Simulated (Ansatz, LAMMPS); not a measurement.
## Finding the fault: amorphous trans-polyacetylene (as short chains C28H32) at 250 K (180 atoms)

Program: Ansatz 0.2.0. The cell: 84 C and 96 H.

Contents of input.yaml:

```yaml
crystal:
  lattice:
    - [11.9497, 0.0, 0.0]
    - [0.0, 11.9497, 0.0]
    - [0.0, 0.0, 11.9497]
  atoms:
    - { symbol: C, position: [0.06944, 0.40006, 0.68611] }
    - { symbol: C, position: [0.00214, 0.44421, 0.5916] }
    - { symbol: C, position: [0.95264, 0.37766, 0.51294] }
    - { symbol: C, position: [0.87758, 0.43012, 0.4299] }
    - { symbol: C, position: [0.79571, 0.37974, 0.3753] }
    - { symbol: C, position: [0.72258, 0.44089, 0.306] }
    - { symbol: C, position: [0.6432, 0.39341, 0.24343] }
    - { symbol: C, position: [0.57571, 0.46221, 0.16974] }
    - { symbol: C, position: [0.52278, 0.42384, 0.0783] }
    - { symbol: C, position: [0.47131, 0.49904, 0.0008] }
    - { symbol: C, position: [0.45886, 0.46919, 0.89292] }
    - { symbol: C, position: [0.40353, 0.54228, 0.81864] }
    - { symbol: C, position: [0.39551, 0.5255, 0.71021] }
    - { symbol: C, position: [0.33457, 0.577, 0.62442] }
    - { symbol: C, position: [0.25334, 0.65585, 0.63061] }
    - { symbol: C, position: [0.18757, 0.70172, 0.53561] }
    - { symbol: C, position: [0.1542, 0.63787, 0.44716] }
    - { symbol: C, position: [0.10717, 0.68143, 0.34519] }
    [... 156 atom lines left out ...]
    - { symbol: H, position: [0.7066, 0.97008, 0.06871] }
    - { symbol: H, position: [0.72964, 0.13095, 0.17041] }
    - { symbol: H, position: [0.9441, 0.01753, 0.24099] }
    - { symbol: H, position: [0.89262, 0.26047, 0.21774] }
    - { symbol: H, position: [0.02868, 0.19334, 0.22822] }
    - { symbol: H, position: [0.9528, 0.20951, 0.35288] }
kpoints:
  mp_grid: { grid: [1, 1, 1] }
hamiltonian:
  xc: pbe
  dispersion: d3bj
scf:
  occupations: { method: fermi_dirac, width: 0.05 }
  max_iter: 50
output:
  forces: true
```

Launch:

```bash
$ ansatz run input.yaml --threads 4 --pin off --max-ram 8192MiB --backend cpu --events-out ev --progress --plain --runs-dir out
```

Numbers of over 12 decimals in the logs are rounded to 6 here.

Log:

```text
Engine: ansatz 0.2.0, x86_64-unknown-linux-gnu
Pseudopotentials: kind: paw
Pseudopotential: C, paw, valence charge 4, recommended cutoff 420 eV (normal), C.paw.azcp
Pseudopotential: H, paw, valence charge 1, recommended cutoff 420 eV (normal), H.paw.azcp
[... 5 lines on functional and potentials left out ...]
Crystal: 180 atoms, lattice volume = 1706.361 Å³
Basis set: ecut = 420 eV, 33371 PW (Γ), exchange–correlation on 160×160×160 points (8 copies of the dense FFT grid, shifted against one another)
Bands: 396, of which v1, the nominal top of the filled ones, is band 216 counted from 1 (215 counted from 0)
Symmetry: 1 space group operations
Space group: P1 (ITA 1), of the structure as read, at distance tolerance 1.2e-4 Å
k-points: 1
[... 5 lines on functional and potentials left out ...]
Initial density: superposition of atomic densities (neutral atoms: chi_scale 0, normalization atom), corrected by the library's trained network
Initial wavefunctions: pseudopotential atomic-orbital guess
Functional: x = pbe(κ = 0.804, μ = 0.219515), c = pbe(β = 0.066725)
SCF iter   1: F=—  HF=-41879.190257 eV  |F-HF|=—  |Δ(HF+E_count)|=         —  Δρ=1.40e0  dr2=2.15e5  ethr=1.77e-3  ⟨swp⟩=68.0  Hψ=13359  notcnv=0  defer=168
preconditioner: auto → LDOS  [metal: Δε(μ)=0.023 eV  Ē_g=14.178 eV  σ=0.050 eV  W_gap=0.11  n_scr=304 (ndim 8)  ℏωp=13.5 eV  f_vac=0.168  D(μ)=27.38/eV (n_scr^D=146)  β→1.0]
SCF iter   2: F=—  HF=-86458.976566 eV  |F-HF|=—  |Δ(HF+E_count)|=    4.46e4  Δρ=1.49e0  dr2=2.81e5  ethr=1.77e-3  ⟨swp⟩=38.0  Hψ=11333  notcnv=0  defer=174
SCF iter   3: F=—  HF=-54373.961703 eV  |F-HF|=—  |Δ(HF+E_count)|=    3.21e4  Δρ=1.15e0  dr2=1.64e5  ethr=1.77e-3  ⟨swp⟩=46.0  Hψ=9257  notcnv=7  defer=178
SCF iter   4: F=—  HF=-35761.728659 eV  |F-HF|=—  |Δ(HF+E_count)|=    1.86e4  Δρ=6.81e-1  dr2=7.11e4  ethr=1.77e-3  ⟨swp⟩=46.0  Hψ=16337  notcnv=76  defer=177
SCF iter   5: F=—  HF=-31338.333829 eV  |F-HF|=—  |Δ(HF+E_count)|=    4.42e3  Δρ=5.12e-1  dr2=3.93e4  ethr=1.77e-3  ⟨swp⟩=46.0  Hψ=9387  notcnv=2  defer=176
SCF iter   6: F=—  HF=-25848.016987 eV  |F-HF|=—  |Δ(HF+E_count)|=    5.49e3  Δρ=3.12e-1  dr2=1.11e4  ethr=1.77e-3  ⟨swp⟩=34.0  Hψ=8823  notcnv=0  defer=173
SCF iter   7: F=—  HF=-23564.111765 eV  |F-HF|=—  |Δ(HF+E_count)|=    2.28e3  Δρ=3.05e-1  dr2=9.63e3  ethr=1.77e-3  ⟨swp⟩=33.0  Hψ=7546  notcnv=0  defer=171
SCF iter   8: F=—  HF=-23916.392247 eV  |F-HF|=—  |Δ(HF+E_count)|=    3.52e2  Δρ=2.17e-1  dr2=5.77e3  ethr=1.77e-3  ⟨swp⟩=27.0  Hψ=6456  notcnv=0  defer=172
SCF iter   9: F=—  HF=-22711.075379 eV  |F-HF|=—  |Δ(HF+E_count)|=    1.21e3  Δρ=1.39e-1  dr2=1.62e3  ethr=1.77e-3  ⟨swp⟩=14.0  Hψ=3547  notcnv=0  defer=166
SCF iter  10: F=—  HF=-22472.116891 eV  |F-HF|=—  |Δ(HF+E_count)|=    2.39e2  Δρ=2.08e-1  dr2=2.38e3  ethr=1.77e-3  ⟨swp⟩=26.0  Hψ=5884  notcnv=0  defer=168
[...]
automatic band count: iteration 15 solves 250 bands in place of 396: the levels show a gap, and the empty bands left out lie too high to hold charge; the band table lists the bands solved (type scf.n_extra_bands for more)
[...]
SCF iter  19: F=—  HF=-22128.497088 eV  |F-HF|=—  |Δ(HF+E_count)|=   1.47e-3  Δρ=2.87e-3  dr2=3.54e-1  ethr=3.57e-5  ⟨swp⟩=6.0  Hψ=545  notcnv=0  defer=20  recentre
SCF iter  20: F=—  HF=-22128.497190 eV  |F-HF|=—  |Δ(HF+E_count)|=   1.01e-4  Δρ=1.90e-3  dr2=1.57e-1  ethr=3.57e-5  ⟨swp⟩=5.0  Hψ=475  notcnv=0  defer=20
SCF iter  21: F=—  HF=-22128.488930 eV  |F-HF|=—  |Δ(HF+E_count)|=   8.26e-3  Δρ=1.51e-3  dr2=1.13e-1  ethr=3.57e-5  ⟨swp⟩=3.0  Hψ=249  notcnv=0  defer=20
SCF iter  22: F=—  HF=-22128.482699 eV  |F-HF|=—  |Δ(HF+E_count)|=   6.23e-3  Δρ=2.58e-4  dr2=9.49e-4  ethr=2.61e-5  ⟨swp⟩=2.0  Hψ=231  notcnv=0  defer=20
SCF iter  23: F=—  HF=-22128.483300 eV  |F-HF|=—  |Δ(HF+E_count)|=   6.01e-4  Δρ=2.02e-4  dr2=1.36e-3  ethr=2.20e-7  ⟨swp⟩=3.0  Hψ=522  notcnv=0  defer=20
SCF iter  24: F=—  HF=-22128.483281 eV  |F-HF|=—  |Δ(HF+E_count)|=   1.95e-5  Δρ=8.46e-5  dr2=2.19e-4  ethr=2.20e-7  ⟨swp⟩=2.0  Hψ=236  notcnv=0  defer=20
SCF iter  25: F=—  HF=-22128.483283 eV  |F-HF|=—  |Δ(HF+E_count)|=   2.57e-6  Δρ=2.33e-5  dr2=1.50e-5  ethr=5.07e-8  ⟨swp⟩=3.0  Hψ=451  notcnv=0  defer=20
SCF iter  26: F=—  HF=-22128.483284 eV  |F-HF|=—  |Δ(HF+E_count)|=   4.18e-7  Δρ=1.26e-5  dr2=4.47e-6  ethr=3.48e-9  ⟨swp⟩=3.0  Hψ=366  notcnv=0  defer=20
SCF iter  27: F=—  HF=-22128.483284 eV  |F-HF|=—  |Δ(HF+E_count)|=   6.33e-7  Δρ=9.35e-6  dr2=1.53e-6  ethr=1.04e-9  ⟨swp⟩=2.0  Hψ=351  notcnv=0  defer=20
SCF iter  28: F=-22128.483285 eV  HF=-22128.483285 eV  |F-HF|=3.36e-8  |Δ(HF+E_count)|=   2.68e-7  Δρ=4.48e-6  dr2=3.37e-7  ethr=2.31e-10  ⟨swp⟩=22.0  Hψ=1699  notcnv=0
SCF 1 converged in 28 iterations: F = -22128.483285 eV  dr2 = 3.37e-7
[...]
SCF converged after 28 iterations
Free energy (F): -22128.483285 eV
Harris-Foulkes:  -22128.483285 eV  (|F-HF|=3.36e-8)
Internal energy: -22128.458479 eV  (E = F + TS)
E sigma→0 (E₀):  -22128.470882 eV
Entropy (-TS):   -0.024806 eV (-0.138 meV/atom)
Fermi energy:    1.986481 eV
--- Per-component energies (eV) ---
  E_band       = -2791.474592
  E_kinetic    = 9043.476068
  E_local      = -22823.276673  (includes V_loc(G=0)·N_el)
  E_nonlocal   = 2525.660399
  E_hartree    = 7618.605042
  E_xc         = -4907.724189
  E_vxc        = -6115.403489  (∫ρ·V_xc dr)
  E_paw        = -8416.179625  (= ΣΔE_a)
  E_vpaw       = -659.012849  (= ΣTr[D̂ρ^β])
  E_aug_tail   = -0.132895  (compensation charges beyond the density's cutoff)
  E_ewald      = -5156.704536
  E_disp       = -12.182069  (pairwise vdW)
  E_smearing   = -0.024806  (= −TS)
  E_closure    = -0.000000  (closes the sum)
  Σ components = -22128.483285   (vs F -22128.483285, Δ=0.00e0)
--- Forces (eV/Å), atoms counted from 1 ---
  atom   1  C     -0.75924726    -1.66773027    -0.17118911
  atom   2  C     -0.35351822    -0.67554547    -0.30133220
  atom   3  C     -1.01024255     2.35642910     0.26681027
  atom   4  C      2.55346203    -0.64391661     1.73292635
  atom   5  C     -1.10806567    -1.66581432     0.33384231
  atom   6  C      0.30280018     0.38825746     0.48504435
  atom   7  C     -1.41314613    -0.64579758    -1.13225478
  atom   8  C      0.98378572    -1.84537591     1.39600985
  atom   9  C     -0.24744341     0.68890274    -0.62008075
  atom  10  C     -0.08723870    -1.70828748     0.48326058
  atom  11  C      1.09838288    -0.88235326    -0.90460695
  atom  12  C     -0.83593966     0.88314360     1.76508451
  atom  13  C     -0.08796100     0.15113334    -1.38115527
  atom  14  C     -0.91598838     0.85794661     0.00717513
[...]
atom 179  H     -0.84160586    -0.13921956     0.17601296
  atom 180  H     -0.31453264     0.07168434    -0.41531717
  max |Σ_I F_I| component: 2.64e-4 eV/Å
```

It took 53 s on 4 threads of AMD EPYC 9R45, shared host; peak memory 2.1 GiB.

Reading the cycles: dr2 is the Hartree energy of the density residual (eV), the measure of convergence; HF is the Harris–Foulkes estimate of the energy, which meets the free energy F at convergence.

**Question.** What is wrong with this input, and how is it mended?

Atoms that overlap: crystal.atoms[171].position = [0.73730841, 0.64751, 0.7516].

The fix is to restore the position.

The run converged all the same, so the exit status doesn't show the fault.

[Logs are printed without paths, hosts, clocks, repeated set-up lines and the standing remarks that a program may print on its own settings, such as how far it seeks lower states.]

[Hosts, paths, dates, database ids (printed as entryN), source tags and the programs' standing remarks are cut or masked in the printed files.]
